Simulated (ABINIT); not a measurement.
# Quasiparticle gap of BiOBr (P4/nmm) in ABINIT

Aim: the G0W0 gap of BiOBr (P4/nmm) on PBEsol, step by step.

Main program and level: ABINIT 10.8.3; PBEsol and many-body steps on it, plane waves.

The database entry behind the starting cell differs from later determinations by our own check (0.1 to 0.3 % short, probably kX units), so it need not match the best structure at ambient conditions.

## (1) The starting structure

It takes space group P4/nmm (No. 129, tetragonal). The conventional cell has a = 3.916 Å, b = 3.916 Å, c = 8.077 Å, α = 90.00°, β = 90.00°, γ = 90.00°. Nearest to Bi lie 4 O at 2.32 Å and 4 Br at 3.18 Å. Nearest to Br lie 4 Bi at 3.18 Å. O has 4 Bi at 2.32 Å nearest. Farther neighbours and most contacts between anions are not listed.

The cell and positions come from the Crystallography Open Database and are kept as given unless a step says otherwise. Spin-orbit coupling is left out unless a step names it.

## (2) Ground state

This step: ABINIT 10.8.3; DFT, PBEsol, plane waves, norm-conserving pseudopotentials.

The ground-state density comes first.

Input file run.abi:

```
acell 3*1.0 Angstrom
rprim 
  3.916000000000 0.000000000000 0.000000000000
  0.000000000000 3.916000000000 0.000000000000
  0.000000000000 0.000000000000 8.077000000000
ntypat 3
znucl 83 35 8
natom 6
typat 1 1 2 2 3 3
xred 
  0.000000000000 0.500000000000 0.154000000000
  0.500000000000 0.000000000000 0.846000000000
  0.000000000000 0.500000000000 0.653000000000
  0.500000000000 0.000000000000 0.347000000000
  0.000000000000 0.000000000000 0.000000000000
  0.500000000000 0.500000000000 0.000000000000
pp_dirpath "pseudos"
pseudos "Bi.upf, Br.upf, O.upf"
ecut 42
ngkpt 6 6 4
nshiftk 1
shiftk 0 0 0
kptopt 1
chksymbreak 0
nband 53
occopt 1
tolvrs 1e-10
nstep 60
prtwf 0
optforces 0
optstress 0
indata_prefix "in"
outdata_prefix "out"
tmpdata_prefix "tmp"
```

Command:

```sh
$ OMP_NUM_THREADS=1 mpirun -n 8 abinit run.abi > log
```

Numbers of over 12 decimals in the logs are rounded to 6 here.

The program printed:

```text
.Version 10.8.3 of ABINIT. v10.8.2 released Aug 2026.

 Symmetries : space group P4/n m m (#129); Bravais tP (primitive tetrag.)
================================================================================
 Values of the parameters that define the memory need of the present run
     intxc =       0    ionmov =       0      iscf =       7    lmnmax =       6
     lnmax =       6     mgfft =      90  mpssoang =       3    mqgrid =    4453
     natom =       6  nloc_mem =       1    nspden =       1   nspinor =       1
    nsppol =       1      nsym =      16    n1xccc =    2501    ntypat =       3
    occopt =       1   xclevel =       2
-    mband =          53        mffmem =           1         mkmem =           4
       mpw =       10900          nfft =      182250          nkpt =          30
================================================================================
  Rough estimation (10% accuracy) of disk space for files :
================================================================================

--------------------------------------------------------------------------------
------------- Echo of variables that govern the present computation ------------
--------------------------------------------------------------------------------
 -outvars: echo values of preprocessed input variables --------
            acell      1.8897261259E+00  1.8897261259E+00  1.8897261259E+00 Bohr

      chksymbreak           0
             ecut      4.20000000E+01 Hartree
-          fftalg         312

              ixc     -116133
              kpt      0.00000000E+00  0.00000000E+00  0.00000000E+00
                       1.66666667E-01  0.00000000E+00  0.00000000E+00
                       3.33333333E-01  0.00000000E+00  0.00000000E+00
                       5.00000000E-01  0.00000000E+00  0.00000000E+00
                       1.66666667E-01  1.66666667E-01  0.00000000E+00
                       3.33333333E-01  1.66666667E-01  0.00000000E+00
                       5.00000000E-01  1.66666667E-01  0.00000000E+00
                       3.33333333E-01  3.33333333E-01  0.00000000E+00
                       5.00000000E-01  3.33333333E-01  0.00000000E+00
   [... 19 further rows ...]
                       5.00000000E-01  3.33333333E-01  5.00000000E-01
                       5.00000000E-01  5.00000000E-01  5.00000000E-01
         kptrlatt        6    0    0      0    6    0      0    0    4
          kptrlen      4.44010051E+01
P           mkmem           4
            natom           6
            nband          53
            ngfft          45      45      90
             nkpt          30
            nstep          60
             nsym          16
           ntypat           3
              occ      2.000000  2.000000  2.000000  2.000000  2.000000  2.000000
                       2.000000  2.000000  2.000000  2.000000  2.000000  2.000000
                       2.000000  2.000000  2.000000  2.000000  2.000000  2.000000
                       2.000000  2.000000  2.000000  2.000000  2.000000  2.000000
                       2.000000  2.000000  2.000000  2.000000  2.000000  2.000000
                       2.000000  2.000000  2.000000  2.000000  2.000000  2.000000
                       2.000000  2.000000  2.000000  2.000000  2.000000  2.000000
                       2.000000  2.000000  2.000000  2.000000  0.000000  0.000000
                       0.000000  0.000000  0.000000  0.000000  0.000000
        optforces           0
        optstress           0
            prtwf           0
            rprim      3.9160000000E+00  0.0000000000E+00  0.0000000000E+00
[...]
spgroup         129

           tolvrs      1.00000000E-10

             xred      0.0000000000E+00  5.0000000000E-01  1.5400000000E-01
[...]
znucl       83.00000   35.00000    8.00000

================================================================================

 chkinp: Checking input parameters for consistency.

================================================================================
== DATASET  1 ==================================================================
-   mpi_nproc: 8, omp_nthreads: 1 (-1 if OMP is not activated)

--- !DatasetInfo
iteration_state: {dtset: 1, }
dimensions: {natom: 6, nkpt: 30, mband: 53, nsppol: 1, nspinor: 1, nspden: 1, mpw: 10900, }
cutoff_energies: {ecut:  42.0, pawecutdg:  -1.0, }
electrons: {nelect:   9.20000000E+01, charge:   0.00000000E+00, occopt:   1.00000000E+00, tsmear:   1.00000000E-02, }

 Real(R)+Recip(G) space primitive vectors, cartesian coordinates (Bohr,Bohr^-1):
 R(1)=  7.4001675  0.0000000  0.0000000  G(1)=  0.1351321  0.0000000  0.0000000
 R(2)=  0.0000000  7.4001675  0.0000000  G(2)=  0.0000000  0.1351321  0.0000000
 R(3)=  0.0000000  0.0000000 15.2633179  G(3)=  0.0000000  0.0000000  0.0655166
 Unit cell volume ucvol=  8.3585713E+02 bohr^3
 Angles (23,13,12)=  9.00000000E+01  9.00000000E+01  9.00000000E+01 degrees

 getcut: wavevector=  0.0000  0.0000  0.0000  ngfft=  45  45  90
         ecut(hartree)=     42.000   => boxcut(ratio)=   2.02117

--- Pseudopotential description ------------------------------------------------
- Bi Generated using ONCVPSP code by D. R. Hamann
- 83.00000  23.00000  180301                  znucl, zion, pspdat
12 -116133 2 -1 1472                          pspcod,pspxc,lmax,lloc,mmax
[...]
nproj     2     2     2
  pspatm : epsatm=   31.49815384
         --- l  ekb(1:nproj) -->
[...]
pspatm: atomic psp has been read  and splines computed

- O Generated using ONCVPSP code by D. R. Hamann
-  8.00000   6.00000  180301                  znucl, zion, pspdat
12 -116133 2 -1 936                           pspcod,pspxc,lmax,lloc,mmax
     nproj     2     2     1
  pspatm : epsatm=    6.20179097
         --- l  ekb(1:nproj) -->
[...]
2   -1.335834
 pspatm: atomic psp has been read  and splines computed

   1.21668038E+04                                ecore*ucvol(ha*bohr**3)
--------------------------------------------------------------------------------

_setup2: Arith. and geom. avg. npw (full set) are   10865.771   10865.762

================================================================================

--- !BeginCycle
iteration_state: {dtset: 1, }
solver: {iscf: 7, nstep: 60, nline: 4, wfoptalg: 0, }
tolerances: {tolvrs: 1.00E-10, }

     iter   Etot(hartree)      deltaE(h)  residm     vres2
 ETOT  1  -766.77679058044    -7.668E+02 4.830E-01 1.009E+03
 ETOT  2  -767.39563432972    -6.188E-01 1.195E-02 2.782E+03
 ETOT  3  -767.70901194810    -3.134E-01 4.821E-03 6.763E+02
 ETOT  4  -767.75706873447    -4.806E-02 4.582E-03 8.205E+01
 ETOT  5  -767.76205351962    -4.985E-03 1.489E-03 6.787E+00
 ETOT  6  -767.76249169718    -4.382E-04 3.260E-04 1.001E-01
 ETOT  7  -767.76249318038    -1.483E-06 1.784E-03 4.396E-02
 ETOT  8  -767.76249528946    -2.109E-06 7.374E-04 3.078E-04
 ETOT  9  -767.76249529005    -5.988E-10 1.725E-03 1.483E-04
 ETOT 10  -767.76249529739    -7.333E-09 4.943E-04 1.119E-06
 ETOT 11  -767.76249529747    -8.288E-11 6.634E-04 7.029E-08
 ETOT 12  -767.76249529748    -9.663E-12 1.580E-04 2.295E-09
 ETOT 13  -767.76249529746     1.455E-11 1.790E-04 2.067E-11

 At SCF step   13       vres2   =  2.07E-11 < tolvrs=  1.00E-10 =>converged.

--- !ResultsGS
iteration_state: {dtset: 1, }
comment   : Summary of ground state results
lattice_vectors:
- [  7.4001675,   0.0000000,   0.0000000, ]
- [  0.0000000,   7.4001675,   0.0000000, ]
- [  0.0000000,   0.0000000,  15.2633179, ]
lattice_lengths: [   7.40017,    7.40017,   15.26332, ]
lattice_angles: [ 90.000,  90.000,  90.000, ] # degrees, (23, 13, 12)
lattice_volume:   8.3585713E+02
convergence: {deltae:  1.455E-11, res2:  2.067E-11, residm:  1.790E-04, diffor:  0.000E+00, }
etotal    :  -7.67762495E+02
entropy   :   0.00000000E+00
fermie    :   1.94946013E-01
cartesian_stress_tensor: null
pressure_GPa: null
xred      :
- [  0.0000E+00,   5.0000E-01,   1.5400E-01, Bi]
- [  5.0000E-01,   0.0000E+00,   8.4600E-01, Bi]
- [  0.0000E+00,   5.0000E-01,   6.5300E-01, Br]
- [  5.0000E-01,   0.0000E+00,   3.4700E-01, Br]
- [  0.0000E+00,   0.0000E+00,   0.0000E+00,  O]
- [  5.0000E-01,   5.0000E-01,   0.0000E+00,  O]
cartesian_forces: null
force_length_stats: {min: null, max: null, mean: null, }

 Integrated electronic density in atomic spheres:
 ------------------------------------------------
 Atom  Sphere_radius  Integrated_density
[...]
================================================================================

 ----iterations are completed or convergence reached----

 Mean square residual over all n,k,spin=   22.575E-08; max=  17.901E-05
 reduced coordinates (array xred) for    6 atoms
[...]
0.500000000000      0.000000000000      0.846000000000
       0.000000000000      0.500000000000      0.653000000000
       0.500000000000      0.000000000000      0.347000000000
       0.000000000000      0.000000000000      0.000000000000
       0.500000000000      0.500000000000      0.000000000000
 rms dE/dt=  0.0000E+00; max dE/dt=  0.0000E+00; dE/dt below (all hartree)
    1       0.000000000000      0.000000000000      0.000000000000
    2       0.000000000000      0.000000000000      0.000000000000
    3       0.000000000000      0.000000000000      0.000000000000
    4       0.000000000000      0.000000000000      0.000000000000
    5       0.000000000000      0.000000000000      0.000000000000
    6       0.000000000000      0.000000000000      0.000000000000

 cartesian coordinates (angstrom) at end:
    1      0.000000     1.958000     1.243858
    2      1.958000     0.000000     6.833142
    3      0.000000     1.958000     5.274281
    4      1.958000     0.000000     2.802719
    5      0.000000     0.000000     0.000000
    6      1.958000     1.958000     0.000000
 length scales=  1.889726125908  1.889726125908  1.889726125908 bohr
              =  1.000000000000  1.000000000000  1.000000000000 angstroms
 prteigrs : about to open file out_EIG
 Fermi (or HOMO) energy (hartree) =   0.19495   Average Vxc (hartree)=  -0.39698
 Eigenvalues (hartree) for nkpt=  30  k points:
 kpt#   1, nband= 53, wtk=  0.00694, kpt=  0.0000  0.0000  0.0000 (reduced coord)
  -5.41129   -5.41129   -3.13422   -3.13422   -3.13378   -3.13378   -3.13377   -3.13377
  -1.98011   -1.98011   -1.98008   -1.98008   -1.97916   -1.97916   -1.97916   -1.97916
  -1.97885   -1.97884   -0.61786   -0.61054   -0.61054   -0.61012   -0.61006   -0.60882
  -0.60818   -0.60787   -0.60787   -0.60710   -0.48743   -0.39312   -0.30636   -0.29844
  -0.15654   -0.07128    0.02012    0.02012    0.12378    0.12932    0.12932    0.13249
   0.15444    0.15748    0.15748    0.16737    0.16737    0.17051    0.28122    0.31534
   0.37685    0.37685    0.43862    0.43862    0.44487
 prteigrs : prtvol=0 or 1, do not print more k-points.

--- !EnergyTerms
iteration_state     : {dtset: 1, }
comment             : Components of total free energy in Hartree
kinetic             :  3.10671243487728E+02
hartree             :  2.29463596785432E+02
xc                  : -1.23235139567493E+02
Ewald energy        : -4.12808723090641E+02
psp_core            :  1.45560806489083E+01
local_psp           : -6.97244751252704E+02
non_local_psp       : -8.91648023086953E+01
total_energy        : -7.67762495297465E+02
total_energy_eV     : -2.08918818047175E+04
band_energy         : -1.11655302910241E+02

== END DATASET(S) ==============================================================
================================================================================

 -outvars: echo values of variables after computation  --------
           etotal     -7.6776249530E+02
            nband          53
             nkpt          30
          spgroup         129
 [... the other variables as echoed above ...]

 Calculation completed.
```

Elapsed: 3.9 min, on 8 MPI ranks of Intel Xeon Platinum 8488C (Sapphire Rapids), shared host; peak memory 1.2 GiB; 31 min of CPU time.

This step gave:

```yaml
total_energy: -20891.8818 eV
gap: 2.150 eV
k_of_the_valence_top: 0.3333, 0, 0.5
k_of_the_conduction_bottom: 0, 0, 0.5
least_direct_gap: 2.277 eV
```

The gap is indirect, with the least direct gap 0.13 eV higher.

(Part 1 of 3 ends here.)

[Paths, hosts, dates, memory and timing lines, banners, echoed tables and standing remarks are left out of the program output.]

[Logs are printed without paths, hosts, clocks, repeated set-up lines and the standing remarks that a program may print on its own settings, such as how far it seeks lower states.]

[Runs of the session that timed out or met a known fault of the program may be left out.]

[Hosts, paths, dates, database ids (printed as entryN), source tags and the programs' standing remarks are cut or masked in the printed files.]

[G0W0 gaps are taken among the corrected bands and points alone; a level outside them can change the order at an edge.]

[Where Ansatz stands beside ABINIT at settings called matched, ABINIT's density can come from a denser mesh and the files from another edition; pairs whose starting gaps differed by over 0.03 eV were left out, so agreement reads better than it is.]
